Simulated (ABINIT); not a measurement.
# Quasiparticle gap of Y2CrH6 (Fm-3m) in ABINIT, part 2 of 3

Wanted: ground state, empty states, screening and self-energy for Y2CrH6 (Fm-3m).

ABINIT 10.8.3; LDA and many-body steps on it, plane waves. Known limits of the many-body steps: not at the basis limit; mesh may overstate the screening; no spin polarisation; d states lean on the start; no spin-orbit coupling; coarse k mesh.

So far. Step 2 (Ground state): The gap is indirect, with the least direct gap 0.22 eV higher.

### Step 3. Bands along the symmetry lines

Level of this step: DFT, LDA, plane waves, norm-conserving pseudopotentials (ABINIT).

The cheap functional maps the bands first; the places of the edges decide which points the dearer methods must see.

Contents of run.abi:

```
acell 3*1.0 Angstrom
rprim 
  0.000000000000 3.499313000000 3.499313000000
  3.499313000000 0.000000000000 3.499313000000
  3.499313000000 3.499313000000 -0.000000000000
ntypat 3
znucl 39 24 1
natom 9
typat 1 1 2 3 3 3 3 3 3
xred 
  0.750000000000 0.750000000000 0.750000000000
  0.250000000000 0.250000000000 0.250000000000
  0.000000000000 0.000000000000 0.000000000000
  0.754389000000 0.754389000000 0.245611000000
  0.245611000000 0.754389000000 0.245611000000
  0.754389000000 0.245611000000 0.245611000000
  0.245611000000 0.245611000000 0.754389000000
  0.754389000000 0.245611000000 0.754389000000
  0.245611000000 0.754389000000 0.754389000000
pp_dirpath "pseudos"
pseudos "Y.upf, Cr.upf, H.upf"
ecut 43
iscf -2
irdden 1
kptopt 0
nkpt 26
kpt 
  0.00000000 0.00000000 0.00000000
  0.12500000 0.00000000 0.12500000
  0.25000000 0.00000000 0.25000000
  0.37500000 0.00000000 0.37500000
  0.50000000 0.00000000 0.50000000
  0.53125000 0.06250000 0.53125000
  0.56250000 0.12500000 0.56250000
  0.59375000 0.18750000 0.59375000
  0.62500000 0.25000000 0.62500000
  0.37500000 0.37500000 0.75000000
  0.28125000 0.28125000 0.56250000
  0.18750000 0.18750000 0.37500000
  0.09375000 0.09375000 0.18750000
  0.00000000 0.00000000 0.00000000
  0.12500000 0.12500000 0.12500000
  0.25000000 0.25000000 0.25000000
  0.37500000 0.37500000 0.37500000
  0.50000000 0.50000000 0.50000000
  0.50000000 0.43750000 0.56250000
  0.50000000 0.37500000 0.62500000
  0.50000000 0.31250000 0.68750000
  0.50000000 0.25000000 0.75000000
  0.50000000 0.18750000 0.68750000
  0.50000000 0.12500000 0.62500000
  0.50000000 0.06250000 0.56250000
  0.50000000 0.00000000 0.50000000
istwfk *1
nband 28
nbdbuf 2
tolwfr 1e-08
nstep 40
prtwf 0
prtvol 0
indata_prefix "in"
outdata_prefix "out"
tmpdata_prefix "tmp"
```

Run with:

```bash
OMP_NUM_THREADS=1 mpirun -n 4 abinit run.abi > log
```

Numbers of over 12 decimals in the logs are rounded to 6 here.

What it wrote:

```text
.Version 10.8.3 of ABINIT. v10.8.2 released Aug 2026.

 Symmetries : space group Fm -3 m (#225); Bravais cF (face-center cubic)
[... echo of the input left out ...]
== DATASET  1 ==================================================================
-   mpi_nproc: 4, omp_nthreads: 1 (-1 if OMP is not activated)

--- !DatasetInfo
iteration_state: {dtset: 1, }
dimensions: {natom: 9, nkpt: 26, mband: 28, nsppol: 1, nspinor: 1, nspden: 1, mpw: 7848, }
cutoff_energies: {ecut:  43.0, pawecutdg:  -1.0, }
electrons: {nelect:   4.20000000E+01, charge:   0.00000000E+00, occopt:   1.00000000E+00, tsmear:   1.00000000E-02, }

 Real(R)+Recip(G) space primitive vectors, cartesian coordinates (Bohr,Bohr^-1):
 R(1)=  0.0000000  6.6127432  6.6127432  G(1)= -0.0756116  0.0756116  0.0756116
 R(2)=  6.6127432  0.0000000  6.6127432  G(2)=  0.0756116 -0.0756116  0.0756116
 R(3)=  6.6127432  6.6127432  0.0000000  G(3)=  0.0756116  0.0756116 -0.0756116
 Unit cell volume ucvol=  5.7832900E+02 bohr^3
 Angles (23,13,12)=  6.00000000E+01  6.00000000E+01  6.00000000E+01 degrees

 getcut: wavevector=  0.0000  0.0000  0.0000  ngfft=  60  60  60
         ecut(hartree)=     43.000   => boxcut(ratio)=   2.17348

--- Pseudopotential description ------------------------------------------------
- Y Generated using ONCVPSP code by D. R. Hamann
- 39.00000  11.00000  180309                  znucl, zion, pspdat
12 -1012 2 -1 1724                            pspcod,pspxc,lmax,lloc,mmax
     nproj     2     2     2
  pspatm : epsatm=   18.49213021
         --- l  ekb(1:nproj) -->
             0   10.120424    0.869710
             1    5.584292    0.424948
             2    1.196176    0.310479
 pspatm: atomic psp has been read  and splines computed

- Cr Generated using ONCVPSP code by D. R. Hamann
- 24.00000  14.00000  180309                  znucl, zion, pspdat
12 -1012 2 -1 1600                            pspcod,pspxc,lmax,lloc,mmax
     nproj     2     2     2
  pspatm : epsatm=   17.33785481
         --- l  ekb(1:nproj) -->
[...]
pspatm: atomic psp has been read  and splines computed

- H Generated using ONCVPSP code by D. R. Hamann
-  1.00000   1.00000  180309                  znucl, zion, pspdat
12 -1012 1 -1 1180                            pspcod,pspxc,lmax,lloc,mmax
     nproj     2     1     0
  pspatm : epsatm=    0.35439867
         --- l  ekb(1:nproj) -->
[...]
1   -0.275071
 pspatm: atomic psp has been read  and splines computed

--------------------------------------------------------------------------------

================================================================================
 prteigrs : about to open file out_EIG
 Non-SCF case, kpt    1 (  0.00000  0.00000  0.00000), residuals and eigenvalues=
  6.73E-09  8.74E-09  9.64E-09  2.81E-09  3.56E-09  8.54E-09  1.57E-09  2.13E-09
[...]
Non-SCF case, kpt   26 (  0.50000  0.00000  0.50000), residuals and eigenvalues=
[...]
5.8534E-02  6.3158E-02  7.6626E-02  1.5467E-01  1.5467E-01  1.5650E-01
  2.1749E-01  2.6999E-01  2.6999E-01  2.8726E-01  3.2359E-01  3.5076E-01
[...]
--- !ResultsGS
iteration_state: {dtset: 1, }
comment   : Summary of ground state results
lattice_vectors:
- [  0.0000000,   6.6127432,   6.6127432, ]
- [  6.6127432,   0.0000000,   6.6127432, ]
- [  6.6127432,   6.6127432,  -0.0000000, ]
lattice_lengths: [   9.35183,    9.35183,    9.35183, ]
lattice_angles: [ 60.000,  60.000,  60.000, ] # degrees, (23, 13, 12)
lattice_volume:   5.7832900E+02
convergence: {deltae:  0.000E+00, res2:  0.000E+00, residm:  9.987E-09, diffor:  0.000E+00, }
etotal    :  -1.74290301E+02
entropy   :   0.00000000E+00
fermie    :   2.78205044E-01
cartesian_stress_tensor: null
pressure_GPa: null
xred      :
- [  7.5000E-01,   7.5000E-01,   7.5000E-01,  Y]
- [  2.5000E-01,   2.5000E-01,   2.5000E-01,  Y]
- [  0.0000E+00,   0.0000E+00,   0.0000E+00, Cr]
- [  7.5439E-01,   7.5439E-01,   2.4561E-01,  H]
- [  2.4561E-01,   7.5439E-01,   2.4561E-01,  H]
- [  7.5439E-01,   2.4561E-01,   2.4561E-01,  H]
- [  2.4561E-01,   2.4561E-01,   7.5439E-01,  H]
- [  7.5439E-01,   2.4561E-01,   7.5439E-01,  H]
- [  2.4561E-01,   7.5439E-01,   7.5439E-01,  H]
cartesian_forces: null
force_length_stats: {min: null, max: null, mean: null, }

 Integrated electronic density in atomic spheres:
 ------------------------------------------------
 Atom  Sphere_radius  Integrated_density
[...]
================================================================================

 ----iterations are completed or convergence reached----

 Mean square residual over all n,k,spin=   58.863E-10; max=  99.873E-10
 reduced coordinates (array xred) for    9 atoms
[...]
0.754389000000      0.245611000000      0.754389000000
       0.245611000000      0.754389000000      0.754389000000

 cartesian coordinates (angstrom) at end:
[...]
length scales=  1.889726125908  1.889726125908  1.889726125908 bohr
              =  1.000000000000  1.000000000000  1.000000000000 angstroms
 prteigrs : about to open file out_EIG
 Eigenvalues (hartree) for nkpt=  26  k points:
 kpt#   1, nband= 28, wtk=  1.00000, kpt=  0.0000  0.0000  0.0000 (reduced coord)
[...]
kpt#   2, nband= 28, wtk=  1.00000, kpt=  0.1250  0.0000  0.1250 (reduced coord)
[...]
kpt#   3, nband= 28, wtk=  1.00000, kpt=  0.2500  0.0000  0.2500 (reduced coord)
[...]
kpt#  25, nband= 28, wtk=  1.00000, kpt=  0.5000  0.0625  0.5625 (reduced coord)
[...]
0.35197    0.37144    0.41838    0.41923
 kpt#  26, nband= 28, wtk=  1.00000, kpt=  0.5000  0.0000  0.5000 (reduced coord)
[...]
-0.55084   -0.53570   -0.53570   -0.53422    0.05853    0.06316    0.07663    0.15467
   0.15467    0.15650    0.21749    0.26999    0.26999    0.28726    0.32359    0.35076
   0.35076    0.36769    0.42136    0.42137

== END DATASET(S) ==============================================================
================================================================================

 -outvars: echo values of variables after computation  --------
            nband          28
             nkpt          26
          spgroup         225
 [... the other variables as echoed above ...]

 Calculation completed.
```

The job ended after 62 s (4 MPI ranks of Arm Neoverse V1, shared host; peak memory 0.41 GiB; 4.1 min of CPU time).

Numbers from this step:

```yaml
gap: 0.2463 eV
k_of_the_valence_top: 0, 0, 0
k_of_the_conduction_bottom: 0.5, 0, 0.5
least_direct_gap: 0.4699 eV
```

The gap is 0.246 eV, as in the run before at this level.

The electronic bands at the labelled points (eV, zero at the top of the highest filled band):

```tsv
point	band 18	band 19	band 20	band 21	band 22	band 23	band 24	band 25
Γ	-4.39	0.00	0.00	0.00	1.91	1.91	3.69	4.70
halfway	-3.95	-0.71	-0.08	-0.08	1.23	1.84	2.95	2.95
X	-3.31	-1.65	-0.22	-0.22	0.25	1.23	1.97	1.97
halfway	-3.13	-1.40	-0.30	-0.22	0.45	1.22	1.89	1.97
U	-3.06	-0.96	-0.39	-0.23	0.89	1.19	1.80	1.98
jump to K	-3.06	-0.96	-0.39	-0.23	0.89	1.19	1.80	1.98
halfway	-3.65	-0.48	-0.22	-0.13	1.54	2.07	2.21	2.96
Γ	-4.39	0.00	0.00	0.00	1.91	1.91	3.69	4.70
halfway	-3.86	-0.33	-0.14	-0.14	1.88	1.88	2.80	3.38
L	-3.34	-0.70	-0.34	-0.34	1.50	2.03	2.03	2.19
halfway	-3.18	-0.59	-0.47	-0.29	1.24	1.61	1.62	2.15
W	-3.00	-0.68	-0.68	-0.15	1.21	1.27	1.27	2.21
halfway	-3.07	-1.22	-0.38	-0.19	0.61	1.22	1.73	2.09
X	-3.31	-1.65	-0.22	-0.22	0.25	1.23	1.97	1.97
```

### Step 4. Empty states on the mesh, 2×2×2 mesh, 83 bands

The sums over transitions need many empty states on a uniform mesh; this step solves for them.

Contents of run.abi:

```
acell 3*1.0 Angstrom
rprim 
  0.000000000000 3.499313000000 3.499313000000
  3.499313000000 0.000000000000 3.499313000000
  3.499313000000 3.499313000000 -0.000000000000
ntypat 3
znucl 39 24 1
natom 9
typat 1 1 2 3 3 3 3 3 3
xred 
  0.750000000000 0.750000000000 0.750000000000
  0.250000000000 0.250000000000 0.250000000000
  0.000000000000 0.000000000000 0.000000000000
  0.754389000000 0.754389000000 0.245611000000
  0.245611000000 0.754389000000 0.245611000000
  0.754389000000 0.245611000000 0.245611000000
  0.245611000000 0.245611000000 0.754389000000
  0.754389000000 0.245611000000 0.754389000000
  0.245611000000 0.754389000000 0.754389000000
pp_dirpath "pseudos"
pseudos "Y.upf, Cr.upf, H.upf"
ecut 43
ngkpt 2 2 2
nshiftk 1
shiftk 0 0 0
kptopt 1
chksymbreak 0
iscf -2
irdden 1
istwfk *1
nband 83
nbdbuf 6
tolwfr 1e-09
nstep 60
prtvol 0
indata_prefix "in"
outdata_prefix "out"
tmpdata_prefix "tmp"
```

What it wrote:

```text
.Version 10.8.3 of ABINIT. v10.8.2 released Aug 2026.

 Symmetries : space group Fm -3 m (#225); Bravais cF (face-center cubic)
[... echo of the input left out ...]
== DATASET  1 ==================================================================
-   mpi_nproc: 4, omp_nthreads: 1 (-1 if OMP is not activated)
-    --> not optimal distribution: autoparal keyword recommended in input file <--

--- !DatasetInfo
iteration_state: {dtset: 1, }
dimensions: {natom: 9, nkpt: 3, mband: 83, nsppol: 1, nspinor: 1, nspden: 1, mpw: 7848, }
cutoff_energies: {ecut:  43.0, pawecutdg:  -1.0, }
electrons: {nelect:   4.20000000E+01, charge:   0.00000000E+00, occopt:   1.00000000E+00, tsmear:   1.00000000E-02, }

 Real(R)+Recip(G) space primitive vectors, cartesian coordinates (Bohr,Bohr^-1):
 R(1)=  0.0000000  6.6127432  6.6127432  G(1)= -0.0756116  0.0756116  0.0756116
 R(2)=  6.6127432  0.0000000  6.6127432  G(2)=  0.0756116 -0.0756116  0.0756116
 R(3)=  6.6127432  6.6127432  0.0000000  G(3)=  0.0756116  0.0756116 -0.0756116
 Unit cell volume ucvol=  5.7832900E+02 bohr^3
 Angles (23,13,12)=  6.00000000E+01  6.00000000E+01  6.00000000E+01 degrees

 getcut: wavevector=  0.0000  0.0000  0.0000  ngfft=  60  60  60
         ecut(hartree)=     43.000   => boxcut(ratio)=   2.17348

--- Pseudopotential description ------------------------------------------------
- Y Generated using ONCVPSP code by D. R. Hamann
- 39.00000  11.00000  180309                  znucl, zion, pspdat
12 -1012 2 -1 1724                            pspcod,pspxc,lmax,lloc,mmax
     nproj     2     2     2
  pspatm : epsatm=   18.49213021
         --- l  ekb(1:nproj) -->
             0   10.120424    0.869710
             1    5.584292    0.424948
             2    1.196176    0.310479
 pspatm: atomic psp has been read  and splines computed

- Cr Generated using ONCVPSP code by D. R. Hamann
- 24.00000  14.00000  180309                  znucl, zion, pspdat
12 -1012 2 -1 1600                            pspcod,pspxc,lmax,lloc,mmax
     nproj     2     2     2
  pspatm : epsatm=   17.33785481
         --- l  ekb(1:nproj) -->
[...]
pspatm: atomic psp has been read  and splines computed

- H Generated using ONCVPSP code by D. R. Hamann
-  1.00000   1.00000  180309                  znucl, zion, pspdat
12 -1012 1 -1 1180                            pspcod,pspxc,lmax,lloc,mmax
     nproj     2     1     0
  pspatm : epsatm=    0.35439867
         --- l  ekb(1:nproj) -->
[...]
1   -0.275071
 pspatm: atomic psp has been read  and splines computed

--------------------------------------------------------------------------------

================================================================================
 prteigrs : about to open file out_EIG
 Non-SCF case, kpt    1 (  0.00000  0.00000  0.00000), residuals and eigenvalues=
[...]
-2.2866E+00 -1.2766E+00 -1.2731E+00 -1.2492E+00 -1.2492E+00 -1.2492E+00
 -5.4853E-01 -5.4853E-01 -5.4853E-01 -5.3702E-01 -5.3702E-01 -5.3702E-01
 -3.8671E-02  1.0971E-01  1.0971E-01  1.0971E-01  1.1675E-01  1.1675E-01
[...]
1.1736E+00  1.2570E+00  1.2570E+00  1.3482E+00  1.3675E+00  1.3675E+00
  1.3675E+00  1.5180E+00  1.5180E+00  1.5180E+00  1.6007E+00  1.6007E+00
  1.6007E+00  1.6309E+00  1.6309E+00  1.6309E+00  1.6320E+00
 prteigrs : prtvol=0 or 1, do not print more k-points.

--- !ResultsGS
iteration_state: {dtset: 1, }
comment   : Summary of ground state results
lattice_vectors:
- [  0.0000000,   6.6127432,   6.6127432, ]
- [  6.6127432,   0.0000000,   6.6127432, ]
- [  6.6127432,   6.6127432,  -0.0000000, ]
lattice_lengths: [   9.35183,    9.35183,    9.35183, ]
lattice_angles: [ 60.000,  60.000,  60.000, ] # degrees, (23, 13, 12)
lattice_volume:   5.7832900E+02
convergence: {deltae:  0.000E+00, res2:  0.000E+00, residm:  9.973E-10, diffor:  0.000E+00, }
etotal    :  -1.74290301E+02
entropy   :   0.00000000E+00
fermie    :   2.78205044E-01
cartesian_stress_tensor: null
pressure_GPa: null
xred      :
- [  7.5000E-01,   7.5000E-01,   7.5000E-01,  Y]
- [  2.5000E-01,   2.5000E-01,   2.5000E-01,  Y]
- [  0.0000E+00,   0.0000E+00,   0.0000E+00, Cr]
- [  7.5439E-01,   7.5439E-01,   2.4561E-01,  H]
- [  2.4561E-01,   7.5439E-01,   2.4561E-01,  H]
- [  7.5439E-01,   2.4561E-01,   2.4561E-01,  H]
- [  2.4561E-01,   2.4561E-01,   7.5439E-01,  H]
- [  7.5439E-01,   2.4561E-01,   7.5439E-01,  H]
- [  2.4561E-01,   7.5439E-01,   7.5439E-01,  H]
cartesian_forces: null
force_length_stats: {min: null, max: null, mean: null, }

 Integrated electronic density in atomic spheres:
 ------------------------------------------------
 Atom  Sphere_radius  Integrated_density
[...]
================================================================================

 ----iterations are completed or convergence reached----

 Mean square residual over all n,k,spin=   44.198E-11; max=  99.728E-11
 reduced coordinates (array xred) for    9 atoms
[...]
0.245611000000      0.754389000000      0.754389000000

 cartesian coordinates (angstrom) at end:
    1      5.248970     5.248970     5.248970
    2      1.749656     1.749656     1.749656
    3      0.000000     0.000000     0.000000
[...]
8      3.499313     5.279686     3.499313
    9      5.279686     3.499313     3.499313
 length scales=  1.889726125908  1.889726125908  1.889726125908 bohr
              =  1.000000000000  1.000000000000  1.000000000000 angstroms
 prteigrs : about to open file out_EIG
 Eigenvalues (hartree) for nkpt=   3  k points:
 kpt#   1, nband= 83, wtk=  0.12500, kpt=  0.0000  0.0000  0.0000 (reduced coord)
[...]
1.17356    1.17356    1.17356    1.25703    1.25703    1.34818    1.36749    1.36749
   1.36749    1.51802    1.51802    1.51802    1.60070    1.60070    1.60070    1.63087
   1.63087    1.63087    1.63202
 prteigrs : prtvol=0 or 1, do not print more k-points.

== END DATASET(S) ==============================================================
================================================================================

 -outvars: echo values of variables after computation  --------
            nband          83
             nkpt           3
          spgroup         225
 [... the other variables as echoed above ...]

 Calculation completed.
```

It took 32 s on 4 MPI ranks; peak memory 0.36 GiB.

This step gave:

```
gap                                                           : 0.2463 eV
k of the valence top                                          : 0, 0, 0
k of the conduction bottom                                    : 0.5, 0.5, 0
least direct gap                                              : 0.4699 eV
k points computed                                             : 3
lowest point of the top converged band, above the valence top : 33.48 eV
```

On this mesh the gap is 0.246 eV.

### Step 5. Screening, 2×2×2 mesh, 77 bands, screening to 106.1 eV

The RPA dielectric matrix is built and inverted for each q.

This step: RPA screening on LDA, plane waves, norm-conserving pseudopotentials.

Edit run.abi of step 4 so:

```diff
@@ -27,10 +27,11 @@
 chksymbreak 0
-iscf -2
-irdden 1
 istwfk *1
-nband 83
-nbdbuf 6
-tolwfr 1e-09
-nstep 60
-prtvol 0
+occopt 1
+irdwfk 1
+optdriver 3
+nband 77
+ecuteps 3.9
+inclvkb 2
+awtr 1
+symchi 1
 indata_prefix "in"
```

What it wrote:

```text
.Version 10.8.3 of ABINIT. v10.8.2 released Aug 2026.

 Symmetries : space group Fm -3 m (#225); Bravais cF (face-center cubic)
[... echo of the input left out ...]
== DATASET  1 ==================================================================
-   mpi_nproc: 4, omp_nthreads: 1 (-1 if OMP is not activated)

--- !DatasetInfo
iteration_state: {dtset: 1, }
dimensions: {natom: 9, nkpt: 3, mband: 77, nsppol: 1, nspinor: 1, nspden: 1, mpw: 7848, }
cutoff_energies: {ecut:  43.0, pawecutdg:  -1.0, }
electrons: {nelect:   4.20000000E+01, charge:   0.00000000E+00, occopt:   1.00000000E+00, tsmear:   1.00000000E-02, }

 SCREENING: Calculation of the susceptibility and dielectric matrices

 Based on a program developped by R.W. Godby, V. Olevano, G. Onida, and L. Reining.
 Incorporated in ABINIT by V. Olevano, G.-M. Rignanese, and M. Torrent.
.Using double precision arithmetic ; gwpc =  8

[... cell and pseudopotentials left out ...]
--------------------------------------------------------------------------------

 ==== K-mesh for the wavefunctions ====
 Number of points in the irreducible wedge :     3
[... list of points left out ...]
 Together with 48 symmetry operations and time-reversal symmetry
 yields     8 points in the full Brillouin Zone.

 ==== Q-mesh for the screening function ====
 Number of points in the irreducible wedge :     3
[... list of points left out ...]
 Together with 48 symmetry operations and time-reversal symmetry
 yields     8 points in the full Brillouin Zone.

 setmesh: FFT mesh size selected  =    36x   36x   36
          total number of points  =        46656

 vcoul_init : cutoff-mode = AUXILIARY_FUNCTION
 q-points for optical limit:   1
     1)      0.000010    0.000020    0.000030

- screening: taking advantage of time-reversal symmetry
- Maximum band index for partially occupied states nbvw = 21
- Remaining bands to be divided among processors   nbcw = 56
- Number of bands treated by each node ~14

 Number of electrons calculated from density =   42.0000; Expected =   42.0000
 average of density, n =  0.072623
 r_s =    1.4869
 omega_plasma =   25.9952 [eV]

 calculating chi0 at frequencies [eV] :
  1    0.000000E+00    0.000000E+00
  2    0.000000E+00    2.599518E+01

--------------------------------------------------------------------------------
  q-point number  1        q = ( 0.000000, 0.000000, 0.000000) [r.l.u.]
--------------------------------------------------------------------------------
[... chi0 elements left out ...]
 For q-point:  0.000010 0.000020 0.000030
  dielectric constant =  56.3431
  dielectric constant without local fields =  67.8085

  Average fulfillment of the sum rule on Im[epsilon] for q-point    1 :     53.39  [%]
[... wings left out ...]
  q-point number  2        q = ( 0.500000, 0.000000, 0.000000) [r.l.u.]
--------------------------------------------------------------------------------
[... chi0 elements left out ...]
  Average fulfillment of the sum rule on Im[epsilon] for q-point    2 :     61.77  [%]

 [... 1 further q-points ...]
```

Wall time 11 s (4 MPI ranks); peak memory 0.91 GiB.

This step gave:

| Quantity | Value |
| --- | --- |
| ε∞ with local fields, on this mesh, along the program's q direction | 56.34 |
| the same without local fields | 67.81 |
| plasma frequency | 26.00 eV |
| plane waves in the screening matrix | 181 |

Local fields lower ε∞ by 17 %. On a Γ-centred mesh this coarse the value itself is usually too large, while a short band sum pulls it down.

(Part 2 of 3 ends here.)

[Paths, hosts, dates, memory and timing lines, banners, echoed tables and standing remarks are left out of the program output.]

[Logs are printed without paths, hosts, clocks, repeated set-up lines and the standing remarks that a program may print on its own settings, such as how far it seeks lower states.]

[Runs of the session that timed out or met a known fault of the program may be left out.]

[Hosts, paths, dates, database ids (printed as entryN), source tags and the programs' standing remarks are cut or masked in the printed files.]

[G0W0 gaps are taken among the corrected bands and points alone; a level outside them can change the order at an edge.]

[Where Ansatz stands beside ABINIT at settings called matched, ABINIT's density can come from a denser mesh and the files from another edition; pairs whose starting gaps differed by over 0.03 eV were left out, so agreement reads better than it is.]
